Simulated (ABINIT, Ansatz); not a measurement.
# LiHS (Ama2): G0W0 with ABINIT, start to end, part 2 of 3

How does a plane-wave GW calculation on LiHS (Ama2) run from the first input to the gap?

ABINIT 10.8.3; PBEsol and many-body steps on it, plane waves. Known limits of the many-body steps: not at the basis limit; coarse k mesh.

So far. Step 2 (Ground state): The gap is direct, at Γ.

**3. Bands along the symmetry lines**

Level of this step: DFT, PBEsol, plane waves, norm-conserving pseudopotentials (ABINIT).

Levels along a band path, at the cheap level, show where the edges lie and whether the meshes to come will hold them.

run.abi reads:

```
acell 3*1.0 Angstrom
rprim 
  6.156870000000 0.000000000000 0.000000000000
  0.000000000000 2.809205000000 2.757390000000
  0.000000000000 -2.809205000000 2.757390000000
ntypat 3
znucl 3 1 16
natom 6
typat 1 1 2 2 3 3
xred 
  0.500000000000 0.501660000000 0.501660000000
  0.000000000000 0.501660000000 0.501660000000
  0.250000000000 0.133090000000 0.983490000000
  0.750000000000 0.983490000000 0.133090000000
  0.750000000000 0.998760000000 0.475340000000
  0.250000000000 0.475340000000 0.998760000000
pp_dirpath "pseudos"
pseudos "Li.upf, H.upf, S.upf"
ecut 33
iscf -2
irdden 1
kptopt 0
nkpt 92
kpt 
  0.00000000 0.00000000 0.00000000
  0.00000000 0.06250000 -0.06250000
  0.00000000 0.12500000 -0.12500000
  0.00000000 0.18750000 -0.18750000
  0.00000000 0.25000000 -0.25000000
  0.00000000 0.31250000 -0.31250000
  0.00000000 0.37500000 -0.37500000
  0.00000000 0.43750000 -0.43750000
  0.00000000 0.50000000 -0.50000000
  0.00000000 0.50114216 -0.49885784
  0.00000000 0.50228433 -0.49771567
  0.00000000 0.50342649 -0.49657351
  0.00000000 0.50456865 -0.49543134
  0.00000000 0.50571082 -0.49428918
  0.00000000 0.50685298 -0.49314702
  0.00000000 0.50799515 -0.49200485
  0.00000000 0.50913731 -0.49086269
  0.00000000 0.49086269 0.49086269
  0.00000000 0.42950485 0.42950485
  0.00000000 0.36814702 0.36814702
  0.00000000 0.30678918 0.30678918
  0.00000000 0.24543134 0.24543134
  0.00000000 0.18407351 0.18407351
  0.00000000 0.12271567 0.12271567
  0.00000000 0.06135784 0.06135784
  0.00000000 0.00000000 0.00000000
  0.06250000 0.00000000 0.00000000
  0.12500000 0.00000000 0.00000000
  0.18750000 0.00000000 0.00000000
  0.25000000 0.00000000 0.00000000
  0.31250000 0.00000000 0.00000000
  0.37500000 0.00000000 0.00000000
  0.43750000 0.00000000 0.00000000
  0.50000000 0.00000000 0.00000000
  0.50000000 0.06135784 0.06135784
  0.50000000 0.12271567 0.12271567
  0.50000000 0.18407351 0.18407351
  0.50000000 0.24543134 0.24543134
  0.50000000 0.30678918 0.30678918
  0.50000000 0.36814702 0.36814702
  0.50000000 0.42950485 0.42950485
  0.50000000 0.49086269 0.49086269
  0.50000000 0.50913731 -0.49086269
  0.50000000 0.50799515 -0.49200485
  0.50000000 0.50685298 -0.49314702
  0.50000000 0.50571082 -0.49428918
  0.50000000 0.50456865 -0.49543134
  0.50000000 0.50342649 -0.49657351
  0.50000000 0.50228433 -0.49771567
  0.50000000 0.50114216 -0.49885784
  0.50000000 0.50000000 -0.50000000
  0.43750000 0.50000000 -0.50000000
  0.37500000 0.50000000 -0.50000000
  0.31250000 0.50000000 -0.50000000
  0.25000000 0.50000000 -0.50000000
  0.18750000 0.50000000 -0.50000000
  0.12500000 0.50000000 -0.50000000
  0.06250000 0.50000000 -0.50000000
  0.00000000 0.50000000 -0.50000000
  0.00000000 0.00000000 0.00000000
  0.00000000 0.06250000 0.00000000
  0.00000000 0.12500000 0.00000000
  0.00000000 0.18750000 0.00000000
  0.00000000 0.25000000 0.00000000
  0.00000000 0.31250000 0.00000000
  0.00000000 0.37500000 0.00000000
  0.00000000 0.43750000 0.00000000
  0.00000000 0.50000000 0.00000000
  0.06250000 0.50000000 0.00000000
  0.12500000 0.50000000 0.00000000
  0.18750000 0.50000000 0.00000000
  0.25000000 0.50000000 0.00000000
  0.31250000 0.50000000 0.00000000
  0.37500000 0.50000000 0.00000000
  0.43750000 0.50000000 0.00000000
  0.50000000 0.50000000 0.00000000
  0.50000000 0.43750000 0.00000000
  0.50000000 0.37500000 0.00000000
  0.50000000 0.31250000 0.00000000
  0.50000000 0.25000000 0.00000000
  0.50000000 0.18750000 0.00000000
  0.50000000 0.12500000 0.00000000
  0.50000000 0.06250000 0.00000000
  0.50000000 0.00000000 0.00000000
  0.50000000 0.06250000 -0.06250000
  0.50000000 0.12500000 -0.12500000
  0.50000000 0.18750000 -0.18750000
  0.50000000 0.25000000 -0.25000000
  0.50000000 0.31250000 -0.31250000
  0.50000000 0.37500000 -0.37500000
  0.50000000 0.43750000 -0.43750000
  0.50000000 0.50000000 -0.50000000
istwfk *1
nband 17
nbdbuf 2
tolwfr 1e-08
nstep 40
prtwf 0
prtvol 0
indata_prefix "in"
outdata_prefix "out"
tmpdata_prefix "tmp"
```

On the command line:

```
$ OMP_NUM_THREADS=1 mpirun -n 4 abinit run.abi > log
```

Numbers of over 12 decimals in the logs are rounded to 6 here.

The program printed:

```text
.Version 10.8.3 of ABINIT. v10.8.2 released Aug 2026.

 Symmetries : space group Am a 2 (# 40); Bravais oC (1-face-center ortho.)
[... echo of the input left out ...]
== DATASET  1 ==================================================================
-   mpi_nproc: 4, omp_nthreads: 1 (-1 if OMP is not activated)

--- !DatasetInfo
iteration_state: {dtset: 1, }
dimensions: {natom: 6, nkpt: 92, mband: 17, nsppol: 1, nspinor: 1, nspden: 1, mpw: 5862, }
cutoff_energies: {ecut:  33.0, pawecutdg:  -1.0, }
electrons: {nelect:   2.00000000E+01, charge:   0.00000000E+00, occopt:   1.00000000E+00, tsmear:   1.00000000E-02, }

 Real(R)+Recip(G) space primitive vectors, cartesian coordinates (Bohr,Bohr^-1):
 R(1)= 11.6347981  0.0000000  0.0000000  G(1)=  0.0859491  0.0000000  0.0000000
 R(2)=  0.0000000  5.3086281  5.2107119  G(2)=  0.0000000  0.0941863  0.0959562
 R(3)=  0.0000000 -5.3086281  5.2107119  G(3)=  0.0000000 -0.0941863  0.0959562
 Unit cell volume ucvol=  6.4367732E+02 bohr^3
 Angles (23,13,12)=  9.10666108E+01  9.00000000E+01  9.00000000E+01 degrees

 getcut: wavevector=  0.0000  0.0000  0.0000  ngfft=  64  40  40
         ecut(hartree)=     33.000   => boxcut(ratio)=   2.07980

--- Pseudopotential description ------------------------------------------------
- Li Generated using ONCVPSP code by D. R. Hamann
-  3.00000   3.00000  180301                  znucl, zion, pspdat
12 -116133 1 -1 1944                          pspcod,pspxc,lmax,lloc,mmax
     nproj     2     2     0
  pspatm : epsatm=    2.60875052
         --- l  ekb(1:nproj) -->
             0   -4.855856   -1.482423
             1   -2.171544   -0.427615
 pspatm: atomic psp has been read  and splines computed

- H Generated using ONCVPSP code by D. R. Hamann
-  1.00000   1.00000  180301                  znucl, zion, pspdat
12 -116133 1 -1 1180                          pspcod,pspxc,lmax,lloc,mmax
     nproj     2     1     0
  pspatm : epsatm=    0.35585368
         --- l  ekb(1:nproj) -->
             0   -1.674911   -0.523609
             1   -0.494138
 pspatm: atomic psp has been read  and splines computed

- S Generated using ONCVPSP code by D. R. Hamann
- 16.00000   6.00000  180301                  znucl, zion, pspdat
12 -116133 2 -1 1146                          pspcod,pspxc,lmax,lloc,mmax
     nproj     2     2     2
  pspatm : epsatm=    8.71840686
         --- l  ekb(1:nproj) -->
[...]
pspatm: atomic psp has been read  and splines computed

--------------------------------------------------------------------------------

================================================================================
 prteigrs : about to open file out_EIG
 Non-SCF case, kpt    1 (  0.00000  0.00000  0.00000), residuals and eigenvalues=
  3.68E-09  9.07E-09  9.75E-09  3.88E-09  2.62E-09  8.62E-09  8.55E-09  2.99E-09
  7.00E-09  9.99E-09  3.59E-09  3.91E-09  7.75E-09  9.10E-10  9.26E-09  6.96E-09
[...]
Non-SCF case, kpt   92 (  0.50000  0.50000 -0.50000), residuals and eigenvalues=
[...]
-1.6059E+00 -1.6059E+00 -4.2717E-01 -4.2717E-01 -1.8074E-01 -1.8074E-01
 -7.5736E-02 -7.5736E-02 -4.2995E-02 -4.2995E-02  1.9626E-01  1.9626E-01
  2.6810E-01  2.6810E-01  2.8979E-01  2.8979E-01  3.2003E-01

--- !ResultsGS
iteration_state: {dtset: 1, }
comment   : Summary of ground state results
lattice_vectors:
- [ 11.6347981,   0.0000000,   0.0000000, ]
- [  0.0000000,   5.3086281,   5.2107119, ]
- [  0.0000000,  -5.3086281,   5.2107119, ]
lattice_lengths: [  11.63480,    7.43862,    7.43862, ]
lattice_angles: [ 91.067,  90.000,  90.000, ] # degrees, (23, 13, 12)
lattice_volume:   6.4367732E+02
convergence: {deltae:  0.000E+00, res2:  0.000E+00, residm:  9.988E-09, diffor:  0.000E+00, }
etotal    :  -3.76616627E+01
entropy   :   0.00000000E+00
fermie    :  -4.48585749E-03
cartesian_stress_tensor: null
pressure_GPa: null
xred      :
- [  5.0000E-01,   5.0166E-01,   5.0166E-01, Li]
- [  0.0000E+00,   5.0166E-01,   5.0166E-01, Li]
- [  2.5000E-01,   1.3309E-01,   9.8349E-01,  H]
- [  7.5000E-01,   9.8349E-01,   1.3309E-01,  H]
- [  7.5000E-01,   9.9876E-01,   4.7534E-01,  S]
- [  2.5000E-01,   4.7534E-01,   9.9876E-01,  S]
cartesian_forces: null
force_length_stats: {min: null, max: null, mean: null, }

 Integrated electronic density in atomic spheres:
 ------------------------------------------------
 Atom  Sphere_radius  Integrated_density
[...]
================================================================================

 ----iterations are completed or convergence reached----

 Mean square residual over all n,k,spin=   52.591E-10; max=  99.877E-10
 reduced coordinates (array xred) for    6 atoms
[...]
0.750000000000      0.998760000000      0.475340000000
       0.250000000000      0.475340000000      0.998760000000

 cartesian coordinates (angstrom) at end:
    1      3.078435     0.000000     2.766545
    2      0.000000     0.000000     2.766545
    3      1.539217    -2.388948     3.078847
    4      4.617653     2.388948     3.078847
    5      4.617653     1.470394     4.064669
    6      1.539217    -1.470394     4.064669
 length scales=  1.889726125908  1.889726125908  1.889726125908 bohr
              =  1.000000000000  1.000000000000  1.000000000000 angstroms
 prteigrs : about to open file out_EIG
 Eigenvalues (hartree) for nkpt=  92  k points:
 kpt#   1, nband= 17, wtk=  1.00000, kpt=  0.0000  0.0000  0.0000 (reduced coord)
[...]
kpt#   2, nband= 17, wtk=  1.00000, kpt=  0.0000  0.0625 -0.0625 (reduced coord)
[...]
kpt#   3, nband= 17, wtk=  1.00000, kpt=  0.0000  0.1250 -0.1250 (reduced coord)
[...]
kpt#  91, nband= 17, wtk=  1.00000, kpt=  0.5000  0.4375 -0.4375 (reduced coord)
[...]
0.32315
 kpt#  92, nband= 17, wtk=  1.00000, kpt=  0.5000  0.5000 -0.5000 (reduced coord)
  -1.60589   -1.60589   -0.42717   -0.42717   -0.18074   -0.18074   -0.07574   -0.07574
  -0.04299   -0.04299    0.19626    0.19626    0.26810    0.26810    0.28979    0.28979
   0.32003

== END DATASET(S) ==============================================================
================================================================================

 -outvars: echo values of variables after computation  --------
            nband          17
             nkpt          92
          spgroup          40
 [... the other variables as echoed above ...]

 Calculation completed.
```

It took 35 s on 4 MPI ranks of Arm Neoverse V1, shared host; peak memory 0.41 GiB.

Numbers from this step:

```
gap                        : 3.330 eV
k of the valence top       : 0, 0, 0
k of the conduction bottom : 0, 0, 0
least direct gap           : 3.330 eV
```

The gap is 3.330 eV, as in the run before at this level.

Electronic bands along the path, in eV, zero at the top of the highest filled band:

```
     point  band 7  band 8  band 9  band 10  band 11  band 12  band 13  band 14
         Γ   -2.12   -0.64   -0.59     0.00     3.33     3.69     5.08     5.11
   halfway   -1.63   -1.52   -1.35    -0.45     4.97     5.57     6.41     7.09
         Y   -2.11   -1.72   -0.94    -0.88     4.17     4.25     6.01     7.44
   halfway   -2.11   -1.72   -0.94    -0.88     4.17     4.25     6.01     7.44
        F0   -2.11   -1.72   -0.94    -0.88     4.17     4.25     6.01     7.45
jump to Δ0   -2.11   -1.72   -0.94    -0.88     4.17     4.25     6.01     7.45
   halfway   -1.60   -1.48   -1.36    -0.49     5.11     5.66     6.27     7.07
         Γ   -2.12   -0.64   -0.59     0.00     3.33     3.69     5.08     5.11
   halfway   -1.89   -0.65   -0.61    -0.45     3.61     3.79     5.17     5.29
         Z   -1.27   -1.27   -0.64    -0.64     3.84     3.84     5.44     5.44
   halfway   -1.65   -1.65   -0.76    -0.76     5.93     5.93     6.60     6.60
        B0   -1.94   -1.94   -1.05    -1.05     5.46     5.46     7.41     7.41
jump to G0   -1.94   -1.94   -1.05    -1.05     5.46     5.46     7.41     7.41
   halfway   -1.94   -1.94   -1.05    -1.05     5.46     5.46     7.42     7.42
         T   -1.94   -1.94   -1.05    -1.05     5.46     5.46     7.42     7.42
   halfway   -2.06   -1.79   -1.01    -0.96     4.67     4.73     6.50     7.79
         Y   -2.11   -1.72   -0.94    -0.88     4.17     4.25     6.01     7.44
 jump to Γ   -2.12   -0.64   -0.59     0.00     3.33     3.69     5.08     5.11
   halfway   -1.85   -1.58   -0.52    -0.30     3.90     4.89     6.02     6.55
         S   -2.32   -1.33   -0.86    -0.43     4.27     5.79     6.79     7.46
   halfway   -2.44   -1.18   -0.69    -0.43     4.21     5.73     6.49     7.18
         R   -2.54   -1.04   -0.54    -0.42     4.13     5.81     6.17     7.03
   halfway   -1.89   -1.11   -0.72    -0.53     4.00     5.61     6.05     6.56
         Z   -1.27   -1.27   -0.64    -0.64     3.84     3.84     5.44     5.44
   halfway   -1.67   -1.67   -0.78    -0.78     5.85     5.85     6.70     6.70
         T   -1.94   -1.94   -1.05    -1.05     5.46     5.46     7.42     7.42
```

**4. Empty states on the mesh, 2×2×2 mesh, 60 bands**

The sums over transitions need many empty states on a uniform mesh; this step solves for them.

run.abi reads:

```
acell 3*1.0 Angstrom
rprim 
  6.156870000000 0.000000000000 0.000000000000
  0.000000000000 2.809205000000 2.757390000000
  0.000000000000 -2.809205000000 2.757390000000
ntypat 3
znucl 3 1 16
natom 6
typat 1 1 2 2 3 3
xred 
  0.500000000000 0.501660000000 0.501660000000
  0.000000000000 0.501660000000 0.501660000000
  0.250000000000 0.133090000000 0.983490000000
  0.750000000000 0.983490000000 0.133090000000
  0.750000000000 0.998760000000 0.475340000000
  0.250000000000 0.475340000000 0.998760000000
pp_dirpath "pseudos"
pseudos "Li.upf, H.upf, S.upf"
ecut 33
ngkpt 2 2 2
nshiftk 1
shiftk 0 0 0
kptopt 1
chksymbreak 0
iscf -2
irdden 1
istwfk *1
nband 60
nbdbuf 4
tolwfr 1e-09
nstep 60
prtvol 0
indata_prefix "in"
outdata_prefix "out"
tmpdata_prefix "tmp"
```

The program printed:

```text
.Version 10.8.3 of ABINIT. v10.8.2 released Aug 2026.

 Symmetries : space group Am a 2 (# 40); Bravais oC (1-face-center ortho.)
[... echo of the input left out ...]
== DATASET  1 ==================================================================
-   mpi_nproc: 4, omp_nthreads: 1 (-1 if OMP is not activated)

--- !DatasetInfo
iteration_state: {dtset: 1, }
dimensions: {natom: 6, nkpt: 6, mband: 60, nsppol: 1, nspinor: 1, nspden: 1, mpw: 5848, }
cutoff_energies: {ecut:  33.0, pawecutdg:  -1.0, }
electrons: {nelect:   2.00000000E+01, charge:   0.00000000E+00, occopt:   1.00000000E+00, tsmear:   1.00000000E-02, }

 Real(R)+Recip(G) space primitive vectors, cartesian coordinates (Bohr,Bohr^-1):
 R(1)= 11.6347981  0.0000000  0.0000000  G(1)=  0.0859491  0.0000000  0.0000000
 R(2)=  0.0000000  5.3086281  5.2107119  G(2)=  0.0000000  0.0941863  0.0959562
 R(3)=  0.0000000 -5.3086281  5.2107119  G(3)=  0.0000000 -0.0941863  0.0959562
 Unit cell volume ucvol=  6.4367732E+02 bohr^3
 Angles (23,13,12)=  9.10666108E+01  9.00000000E+01  9.00000000E+01 degrees

 getcut: wavevector=  0.0000  0.0000  0.0000  ngfft=  64  40  40
         ecut(hartree)=     33.000   => boxcut(ratio)=   2.07980

--- Pseudopotential description ------------------------------------------------
- Li Generated using ONCVPSP code by D. R. Hamann
-  3.00000   3.00000  180301                  znucl, zion, pspdat
12 -116133 1 -1 1944                          pspcod,pspxc,lmax,lloc,mmax
     nproj     2     2     0
  pspatm : epsatm=    2.60875052
         --- l  ekb(1:nproj) -->
             0   -4.855856   -1.482423
             1   -2.171544   -0.427615
 pspatm: atomic psp has been read  and splines computed

- H Generated using ONCVPSP code by D. R. Hamann
-  1.00000   1.00000  180301                  znucl, zion, pspdat
12 -116133 1 -1 1180                          pspcod,pspxc,lmax,lloc,mmax
     nproj     2     1     0
  pspatm : epsatm=    0.35585368
         --- l  ekb(1:nproj) -->
             0   -1.674911   -0.523609
             1   -0.494138
 pspatm: atomic psp has been read  and splines computed

- S Generated using ONCVPSP code by D. R. Hamann
- 16.00000   6.00000  180301                  znucl, zion, pspdat
12 -116133 2 -1 1146                          pspcod,pspxc,lmax,lloc,mmax
     nproj     2     2     2
  pspatm : epsatm=    8.71840686
         --- l  ekb(1:nproj) -->
[...]
pspatm: atomic psp has been read  and splines computed

--------------------------------------------------------------------------------

================================================================================
 prteigrs : about to open file out_EIG
 Non-SCF case, kpt    1 (  0.00000  0.00000  0.00000), residuals and eigenvalues=
  6.64E-10  5.18E-10  1.79E-10  1.56E-10  7.49E-10  8.09E-10  4.54E-10  3.94E-10
  2.01E-10  1.96E-10  1.15E-10  8.55E-10  1.88E-10  6.69E-10  2.54E-10  7.46E-11
  2.44E-10  7.63E-10  2.46E-10  4.36E-10  3.83E-10  1.20E-10  1.95E-10  6.74E-10
[...]
2.01E-10  3.20E-08  1.35E-05  2.63E-04
 -1.6060E+00 -1.6058E+00 -4.5319E-01 -4.3816E-01 -1.2144E-01 -1.1974E-01
 -8.2515E-02 -2.7947E-02 -2.5998E-02 -4.4859E-03  1.1789E-01  1.3122E-01
  1.8215E-01  1.8331E-01  2.8261E-01  2.8443E-01  3.5071E-01  3.8008E-01
[...]
1.0106E+00  1.0139E+00  1.0685E+00  1.1059E+00  1.1384E+00  1.1505E+00
  1.1581E+00  1.1903E+00  1.1929E+00  1.2441E+00  1.2632E+00  1.3168E+00
 prteigrs : prtvol=0 or 1, do not print more k-points.

--- !ResultsGS
iteration_state: {dtset: 1, }
comment   : Summary of ground state results
lattice_vectors:
- [ 11.6347981,   0.0000000,   0.0000000, ]
- [  0.0000000,   5.3086281,   5.2107119, ]
- [  0.0000000,  -5.3086281,   5.2107119, ]
lattice_lengths: [  11.63480,    7.43862,    7.43862, ]
lattice_angles: [ 91.067,  90.000,  90.000, ] # degrees, (23, 13, 12)
lattice_volume:   6.4367732E+02
convergence: {deltae:  0.000E+00, res2:  0.000E+00, residm:  9.840E-10, diffor:  0.000E+00, }
etotal    :  -3.76616627E+01
entropy   :   0.00000000E+00
fermie    :  -4.48585749E-03
cartesian_stress_tensor: null
pressure_GPa: null
xred      :
- [  5.0000E-01,   5.0166E-01,   5.0166E-01, Li]
- [  0.0000E+00,   5.0166E-01,   5.0166E-01, Li]
- [  2.5000E-01,   1.3309E-01,   9.8349E-01,  H]
- [  7.5000E-01,   9.8349E-01,   1.3309E-01,  H]
- [  7.5000E-01,   9.9876E-01,   4.7534E-01,  S]
- [  2.5000E-01,   4.7534E-01,   9.9876E-01,  S]
cartesian_forces: null
force_length_stats: {min: null, max: null, mean: null, }

 Integrated electronic density in atomic spheres:
 ------------------------------------------------
 Atom  Sphere_radius  Integrated_density
[...]
================================================================================

 ----iterations are completed or convergence reached----

 Mean square residual over all n,k,spin=   45.199E-11; max=  98.403E-11
 reduced coordinates (array xred) for    6 atoms
[...]
0.750000000000      0.998760000000      0.475340000000
       0.250000000000      0.475340000000      0.998760000000

 cartesian coordinates (angstrom) at end:
    1      3.078435     0.000000     2.766545
    2      0.000000     0.000000     2.766545
[...]
6      1.539217    -1.470394     4.064669
 length scales=  1.889726125908  1.889726125908  1.889726125908 bohr
              =  1.000000000000  1.000000000000  1.000000000000 angstroms
 prteigrs : about to open file out_EIG
 Eigenvalues (hartree) for nkpt=   6  k points:
 kpt#   1, nband= 60, wtk=  0.12500, kpt=  0.0000  0.0000  0.0000 (reduced coord)
[...]
0.87499    0.88495    0.88546    0.88987    0.89902    0.93691    0.97496    0.99293
   1.01059    1.01391    1.06854    1.10590    1.13839    1.15055    1.15806    1.19034
   1.19293    1.24409    1.26324    1.31682
 prteigrs : prtvol=0 or 1, do not print more k-points.

== END DATASET(S) ==============================================================
================================================================================

 -outvars: echo values of variables after computation  --------
            nband          60
             nkpt           6
          spgroup          40
 [... the other variables as echoed above ...]

 Calculation completed.
```

Run time: 16 s. Hardware: 4 MPI ranks; peak memory 0.3 GiB; 63 s of CPU time.

This step gave:

* gap: 3.330 eV
* k of the valence top: 0, 0, 0
* k of the conduction bottom: 0, 0, 0
* least direct gap: 3.330 eV
* k points computed: 6
* lowest point of the top converged band, above the valence top: 29.23 eV

On this mesh the gap is 3.330 eV.

(Part 2 of 3 ends here.)

[Paths, hosts, dates, memory and timing lines, banners, echoed tables and standing remarks are left out of the program output.]

[Logs are printed without paths, hosts, clocks, repeated set-up lines and the standing remarks that a program may print on its own settings, such as how far it seeks lower states.]

[Runs of the session that timed out or met a known fault of the program may be left out.]

[Hosts, paths, dates, database ids (printed as entryN), source tags and the programs' standing remarks are cut or masked in the printed files.]

[G0W0 gaps are taken among the corrected bands and points alone; a level outside them can change the order at an edge.]

[Where Ansatz stands beside ABINIT at settings called matched, ABINIT's density can come from a denser mesh and the files from another edition; pairs whose starting gaps differed by over 0.03 eV were left out, so agreement reads better than it is.]
